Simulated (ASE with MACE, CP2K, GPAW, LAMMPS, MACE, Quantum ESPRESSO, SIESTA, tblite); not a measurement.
**Machine-learned potentials runs on glassy 72SiO2-20Al2O3-4ZnO-4BaO (mol %) (83 atoms)**

How do the settings of machine-learned potentials change the result for glassy 72SiO2-20Al2O3-4ZnO-4BaO (mol %) (83 atoms)? A plane-wave run serves as the yardstick.

Program: ASE with MACE. Level of theory: the method is named at each step. Results are calculated unless marked as measured.

## (1) The structure

The cell holds 83 atoms: 18 Si, 10 Al, 1 Zn, 1 Ba and 53 O. Cell: a = 10.112 Å, b = 10.112 Å, c = 10.112 Å, α = 90.0°, β = 90.0°, γ = 90.0°. 83 atoms (18 Si, 10 Al, 1 Zn, 1 Ba, 53 O) placed at random at 2.62 g/cm³, melted at 4000 K for 10 ps at fixed volume with the Morse and Coulomb pair potential with partial charges (Pedone, Malavasi, Menziani, Cormack and Segre, J. Phys. Chem. B 110, 11780 (2006)). Quenched from 4000 K to 300 K at 20 K/ps and fixed volume, held 10 ps at zero pressure, then minimised at fixed cell.

The yardstick, on the same geometry:

* method: Kohn-Sham DFT, PBE, SSSP efficiency 1.3.0 pseudopotentials, plane waves (Quantum ESPRESSO 7.5); sssp-pbe-1.3.0-efficiency, cutoffs 60/480 Ry, Γ point
* r.m.s. force component: 0.7124 eV/Å
* longest force: 2.438 eV/Å
* pressure: 9.009 GPa
* gap (highest filled to lowest empty level): 3.117 eV
* time: 3.6 min on 4 MPI ranks of Arm Neoverse V1, shared host
* CPU time: 14 min

## (2) MACE MP-0b2 small potential

Method: machine-learned interatomic potential MACE MP-0b2 small, trained on PBE(+U) plane-wave data.

run.py reads:

```python
import numpy as np
from ase.io import read
import mlip  # loads the published weights by name

atoms = read("structure.xyz")
atoms.calc = mlip.calc("mace-mp-0b2-small")
energy = atoms.get_potential_energy()
forces = atoms.get_forces()
print(f"energy {energy:.6f} eV")
print("forces (eV/A)")
for i, (a, f) in enumerate(zip(atoms, forces)):
    print(f"{i:4d} {a.symbol:2s} {f[0]:10.5f} {f[1]:10.5f} {f[2]:10.5f}")
stress = -atoms.get_stress(voigt=False) * 160.21766
print("stress (GPa, compression positive)")
for row in stress:
    print(" ".join(f"{x:10.4f}" for x in row))
```

structure.xyz reads:

```xyz
83
Lattice="10.11162 0.00000 0.00000 0.00000 10.11162 0.00000 0.00000 0.00000 10.11162" Properties=species:S:1:pos:R:3 pbc="T T T"
Si 1.30217 5.71569 1.71008
Si 7.00250 4.89433 0.53248
Si 0.49466 2.78029 4.07063
Si 4.53931 6.92353 8.87568
Si 1.87763 1.98188 7.71112
Si 0.07634 9.13110 0.35613
Si 8.58062 7.60424 5.13407
Si 6.15707 8.52319 6.84071
Si 5.37079 4.77410 2.97221
Si 6.30601 1.29105 8.18435
Si 2.89101 1.10105 4.88644
Si 1.31461 8.53148 5.14601
Si 2.63438 0.75807 0.39041
Si 1.01450 4.75600 8.74655
Si 6.81867 0.77283 1.17871
Si 5.87414 1.17628 3.93342
Si 1.66366 7.68685 8.15310
Si 9.14374 2.67473 1.32240
Al 3.34543 7.27936 3.12924
Al 9.55862 4.77319 6.31036
Al 4.90626 8.70570 1.11915
Al 9.27822 1.39217 8.72835
Al 8.58638 7.06307 2.13901
Al 2.99223 3.11418 2.54681
Al 5.97334 8.32025 3.86345
Al 5.49607 4.25760 7.99506
Al 6.80451 3.85071 5.25926
Al 8.76849 1.95913 6.15909
Zn 8.89024 9.97552 3.24846
Ba 3.13885 5.06926 5.75776
O 7.60899 6.28174 1.01450
O 8.02094 3.73109 1.07274
O 8.35068 3.62117 5.95039
O 2.27026 6.99805 1.81948
O 2.20989 7.38492 4.50119
O 5.35734 8.21448 5.48080
O 2.12253 4.58643 2.50546
O 9.80200 2.38341 10.02759
O 6.81918 9.92931 3.95405
O 4.37944 0.93411 4.43698
O 2.85107 2.08724 1.23433
O 3.23036 7.80283 8.39224
O 5.74856 7.48230 7.95350
O 2.28310 1.05434 8.92654
O 5.36148 2.50374 7.95117
O 4.26549 5.40850 8.49538
O 6.61704 2.13739 4.91789
O 6.52058 9.34354 1.25313
O 6.63251 1.22260 9.78491
O 1.26820 8.40923 6.75992
O 2.05478 2.18846 3.90774
O 7.69191 8.32641 6.25090
O 4.56661 8.52389 2.83570
O 5.73400 4.58350 6.31531
O 9.28348 9.97754 9.44597
O 9.74396 4.52910 8.00759
[... 23 atom lines left out ...]
O 9.36751 8.59569 1.63758
O 5.92652 1.47154 2.33781
O 6.74020 4.63021 3.75202
O 4.79554 7.27582 0.25562
```

Launch:

```
> OMP_NUM_THREADS=1 python run.py > output.txt
```

Output:

```text
energy -624.829699 eV
forces (eV/A)
   0 Si    0.11461    0.32423   -0.37206
   1 Si   -0.08350   -0.50645    1.32283
   2 Si   -1.09173   -0.72688    0.79560
   3 Si   -0.78482    0.85388   -0.96461
   4 Si   -1.73059   -0.46527    0.70611
   5 Si    1.20532    1.48806   -1.52611
   6 Si   -0.91646    0.33780    0.23775
   7 Si    0.18910    0.18069   -0.87659
   8 Si    0.51410   -0.45422    0.06815
   9 Si    0.64194   -0.63370    0.65871
  10 Si   -0.94534    0.14703    0.49973
  11 Si    0.18906   -0.76691    1.09364
  12 Si   -0.83479   -0.48221    0.19771
  13 Si   -0.22377    0.87532    0.11232
  14 Si    0.14932    0.36010    0.73734
  15 Si    1.39135   -0.46850   -1.50474
  16 Si    0.12446   -0.26788    0.66702
  17 Si   -1.19520   -1.01673   -0.82899
  18 Al   -0.47501   -0.45606   -0.46797
  19 Al    0.60385   -0.16173    0.10013
  20 Al    0.07105    1.03341   -0.48040
  21 Al    0.31086   -0.29082    0.88964
  22 Al    0.70176   -0.63939   -0.22493
  23 Al    0.06025    0.42633   -0.48292
[...]
75 O     1.09047    0.47058   -0.06490
  76 O     0.16802   -1.25327   -0.74207
  77 O     0.42223   -0.72512   -0.81792
  78 O     0.64166   -0.82942    0.20300
  79 O    -0.69057    0.03030    1.13699
  80 O    -1.25202    1.34579   -0.07074
  81 O     1.33873    0.49556    0.03953
  82 O     0.45891   -0.82646    1.32860
stress (GPa, compression positive)
    7.8892     0.3616     0.7960
    0.3616    11.1149    -1.6092
    0.7960    -1.6092     7.1136
```

Wall time 8.3 s (1 thread of Arm Neoverse V1, shared host); peak memory 0.66 GiB.

Banners, paths, timers and routine set-up lines are dropped from the logs unmarked, and long logs keep their key lines alone; longer cuts are marked.

Compared with the plane-wave run:

| Property | Result |
| --- | --- |
| r.m.s. force component | 0.6897 eV/Å |
| r.m.s. difference of force components | 72.56 meV/Å |
| longest difference of force vectors | 281.7 meV/Å |
| force difference over r.m.s. force | 10.19 % |
| slope of forces against the reference's | 0.9634 |
| correlation of force components | 0.9952 |
| pressure | 8.706 GPa |
| pressure difference | -0.3034 GPa |

Length of the force difference by element (eV/Å):

| element | atoms | mean | most |
| --- | --- | --- | --- |
| Al | 10 | 0.15 | 0.23 |
| Ba | 1 | 0.13 | 0.13 |
| O | 53 | 0.095 | 0.27 |
| Si | 18 | 0.14 | 0.28 |
| Zn | 1 | 0.19 | 0.19 |

A closer look about O80, picked at random: 13 atoms, nearest first, numbered in the order of the input, with positions taken from that point.

| atom | x | y | z | distance (Å) | bonds | Fx | Fy | Fz (eV/Å) |
| --- | --- | --- | --- | --- | --- | --- | --- | --- |
| O80 | 0.00 | 0.00 | 0.00 | 0.00 | 3 | -0.69 | 0.03 | 1.14 |
| Si6 | 0.82 | 0.54 | -1.28 | 1.61 | 4 | 1.21 | 1.49 | -1.53 |
| Al23 | -0.78 | -1.53 | 0.50 | 1.79 | 4 | 0.70 | -0.64 | -0.22 |
| Zn29 | -0.48 | 1.38 | 1.61 | 2.17 | 5 | -0.31 | 0.63 | -0.14 |
| O58 | 2.02 | 1.50 | -0.72 | 2.62 | 2 | -0.07 | 0.04 | 0.90 |
| O55 | -0.08 | 1.38 | -2.30 | 2.69 | 2 | -0.83 | -0.79 | -0.08 |
| O70 | 0.64 | -2.52 | 0.72 | 2.69 | 2 | -0.73 | -0.19 | 0.67 |
| O64 | 1.55 | -0.50 | -2.31 | 2.82 | 2 | -0.25 | -0.76 | 0.08 |
| O62 | -1.03 | 2.73 | 0.09 | 2.92 | 3 | 0.55 | -0.38 | 0.46 |
| O67 | -1.70 | -1.12 | 2.10 | 2.92 | 3 | 0.02 | 0.02 | -0.75 |
| O48 | -2.85 | 0.75 | -0.38 | 2.97 | 2 | 0.68 | -1.84 | 0.13 |
| O31 | -1.76 | -2.31 | -0.62 | 2.97 | 2 | -0.14 | 1.05 | -0.34 |
| O75 | 0.47 | -0.03 | 3.00 | 3.04 | 3 | 0.09 | 0.92 | -0.55 |

Atoms are counted from 1 here, from 0 in the log.

Forces lie 10 % from the reference's, at 0.0091 times its CPU time (on 1 against 4 cores).

## (3) MACE MPA-0 medium potential

Method: machine-learned interatomic potential MACE MPA-0 medium, trained on PBE(+U) plane-wave data.

Changes to run.py since step 2:

```diff
@@ -5,3 +5,3 @@
 atoms = read("structure.xyz")
-atoms.calc = mlip.calc("mace-mp-0b2-small")
+atoms.calc = mlip.calc("mace-mpa-0-medium")
 energy = atoms.get_potential_energy()
```

structure.xyz is that of step 2.

Output:

```text
energy -624.535042 eV
forces (eV/A)
   0 Si    0.14941    0.33067   -0.30076
   1 Si   -0.06815   -0.43591    1.27728
   2 Si   -1.10477   -0.73419    0.71000
   3 Si   -0.75934    0.73399   -0.94522
   4 Si   -1.69424   -0.34549    0.65992
   5 Si    1.07443    1.45086   -1.42209
   6 Si   -0.85075    0.43558    0.35974
   7 Si    0.13284   -0.02087   -1.00721
   8 Si    0.31356   -0.57185   -0.01025
   9 Si    0.52222   -0.63625    0.80074
  10 Si   -0.97654    0.14730    0.47191
  11 Si    0.26957   -0.83277    1.12713
  12 Si   -0.80611   -0.53092    0.28330
  13 Si   -0.11665    0.87967   -0.01960
  14 Si    0.09337    0.37633    0.96551
  15 Si    1.43913   -0.57235   -1.68666
  16 Si    0.19070   -0.44874    0.63434
  17 Si   -1.30414   -0.99171   -0.75181
  18 Al   -0.50013   -0.49054   -0.54942
  19 Al    0.73235   -0.09553    0.21419
  20 Al    0.02391    1.02993   -0.58747
  21 Al    0.37557   -0.24717    1.00970
  22 Al    0.75293   -0.71932   -0.34621
  23 Al    0.15440    0.50655   -0.56895
[...]
75 O     1.08246    0.47134   -0.03255
  76 O     0.10807   -1.27315   -0.66788
  77 O     0.39291   -0.65249   -0.85358
  78 O     0.64844   -0.88922    0.16800
  79 O    -0.67206    0.06969    1.16278
  80 O    -1.24485    1.35271   -0.20648
  81 O     1.41240    0.56874    0.08629
  82 O     0.46908   -0.79575    1.28864
stress (GPa, compression positive)
    8.1530     0.4443     0.8879
    0.4443    11.7000    -1.7279
    0.8879    -1.7279     7.2077
```

Elapsed: 9 s, on 1 thread; peak memory 1.1 GiB.

Against the reference:

| Quantity | Value |
| --- | --- |
| r.m.s. force component | 0.7019 eV/Å |
| r.m.s. difference of force components | 57.98 meV/Å |
| longest difference of force vectors | 233.1 meV/Å |
| force difference over r.m.s. force | 8.138 % |
| slope of forces against the reference's | 0.9821 |
| correlation of force components | 0.9968 |
| pressure | 9.02 GPa |
| pressure difference | 0.0109 GPa |

Against the first run (10 %), the force difference from the reference is 8.1 %, at 1.1 times the CPU time.

## (4) MACE MP-0b3 medium potential

Method: machine-learned interatomic potential MACE MP-0b3 medium, trained on PBE(+U) plane-wave data.

Changes to run.py since step 3:

```diff
@@ -5,3 +5,3 @@
 atoms = read("structure.xyz")
-atoms.calc = mlip.calc("mace-mpa-0-medium")
+atoms.calc = mlip.calc("mace-mp-0b3-medium")
 energy = atoms.get_potential_energy()
```

structure.xyz is that of step 3.

Output:

```text
energy -624.329088 eV
forces (eV/A)
   0 Si    0.18626    0.12930   -0.38743
   1 Si   -0.16717   -0.40641    1.29835
   2 Si   -0.96341   -0.75000    0.57176
   3 Si   -0.68379    0.62416   -0.90800
   4 Si   -1.68811   -0.46073    0.62647
   5 Si    1.19572    1.39452   -1.48032
   6 Si   -1.02415    0.27255    0.42413
   7 Si    0.19519    0.00855   -0.83056
   8 Si    0.30054   -0.52468   -0.11600
   9 Si    0.64444   -0.66732    0.75161
  10 Si   -0.95811    0.20465    0.38658
  11 Si    0.33361   -0.75834    1.16777
  12 Si   -0.80793   -0.46124    0.28071
  13 Si   -0.08213    0.93982    0.18660
  14 Si    0.06616    0.40202    0.74018
  15 Si    1.37924   -0.51425   -1.63455
  16 Si    0.18680   -0.31537    0.68364
  17 Si   -1.25712   -0.87231   -0.67923
  18 Al   -0.55925   -0.56334   -0.55121
  19 Al    0.59572   -0.15099    0.10991
  20 Al   -0.02360    0.94992   -0.66382
  21 Al    0.30312   -0.25170    0.98765
  22 Al    0.66272   -0.70240   -0.30511
  23 Al    0.05267    0.42500   -0.56168
[...]
75 O     1.03808    0.48897   -0.02746
  76 O     0.04666   -1.33095   -0.69690
  77 O     0.36092   -0.75346   -0.83438
  78 O     0.67338   -0.91245    0.13662
  79 O    -0.72616    0.10747    1.27682
  80 O    -1.20807    1.32324   -0.16986
  81 O     1.37114    0.51731    0.13177
  82 O     0.45809   -0.70961    1.34576
stress (GPa, compression positive)
    7.6501     0.4694     0.7606
    0.4694    11.0312    -1.7009
    0.7606    -1.7009     6.8252
```

The job ended after 8.8 s (1 thread; peak memory 1.1 GiB).

Against the reference:

- r.m.s. force component: 0.6895 eV/Å
- r.m.s. difference of force components: 74.19 meV/Å
- longest difference of force vectors: 307.7 meV/Å
- force difference over r.m.s. force: 10.41 %
- slope of forces against the reference's: 0.9628
- correlation of force components: 0.9949
- pressure: 8.502 GPa
- pressure difference: -0.5071 GPa

Against the first run (10 %), the force difference from the reference is 10 %, at 1.1 times the CPU time.

## (5) All runs compared

Differences are against the plane-wave reference, forces as r.m.s. over components; share is that over the reference's r.m.s. force, slope the least-squares factor from reference forces to these. Total energies of different programs have different zeros and aren't compared.

| run | Δ force, r.m.s. (meV/Å) | share (%) | slope | Δ pressure (GPa) | cores | CPU time | memory (GiB) |
| --- | --- | --- | --- | --- | --- | --- | --- |
| reference | - | - | - | - | 4 | 14 min | 3.2 |
| MACE MP-0b2 small potential | 72.6 | 10.2 | 0.963 | -0.303 | 1 | 7.9 s | 0.66 |
| MACE MPA-0 medium potential | 58.0 | 8.14 | 0.982 | 0.0109 | 1 | 9 s | 1.1 |
| MACE MP-0b3 medium potential | 74.2 | 10.4 | 0.963 | -0.507 | 1 | 8.8 s | 1.1 |

Times of the machine-learned potentials are mostly Python's start and the loading of weights.

CPU time is summed over cores on a shared host, where runs went side by side, so it is rough. Symmetry, cutoffs, thresholds, outputs and thread counts weren't matched or tuned between programs; memory under MPI is the largest rank's times the ranks.

## (6) Outcome

| Quantity | Value |
| --- | --- |
| nearest in forces | MACE MPA-0 medium potential, 8.1 % |
| its CPU time | 9 s |

What this shows: Machine-learned potentials differ by 8.1 % (MACE MPA-0 medium potential) to 10 % (MACE MP-0b3 medium potential); they were trained on other programs' data. The reference's pressure holds the uncorrected Pulay stress of its 60 Ry basis, so small pressure differences, and their order, may be the reference's own error. Machine-learned potentials mimic data converged in k, so the reference's own k-point error enters their differences. The quench rate of 20 K/ps is many orders above laboratory rates, so the cell is likely richer in defects and strain than a real sample. The network of bonds at the start is that of the classical potential that made the cell, and needn't be the one that DFT or experiment would give. The reference's stress is far from hydrostatic: its diagonal is 8.1, 11.6, 7.4 GPa, compression counted positive. The electronic-structure runs sample only Γ, in a cell whose shortest periodic width is 10 Å. Spin–orbit coupling is left out, which matters for the levels of the heavy elements.

[Also dropped from logs without a mark: logging warnings of Python, and SIESTA's first energy breakdown and zero terms.]

[Logs are printed without paths, hosts, clocks, repeated set-up lines and the standing remarks that a program may print on its own settings, such as how far it seeks lower states.]

[Hosts, paths, dates, database ids (printed as entryN), source tags and the programs' standing remarks are cut or masked in the printed files.]
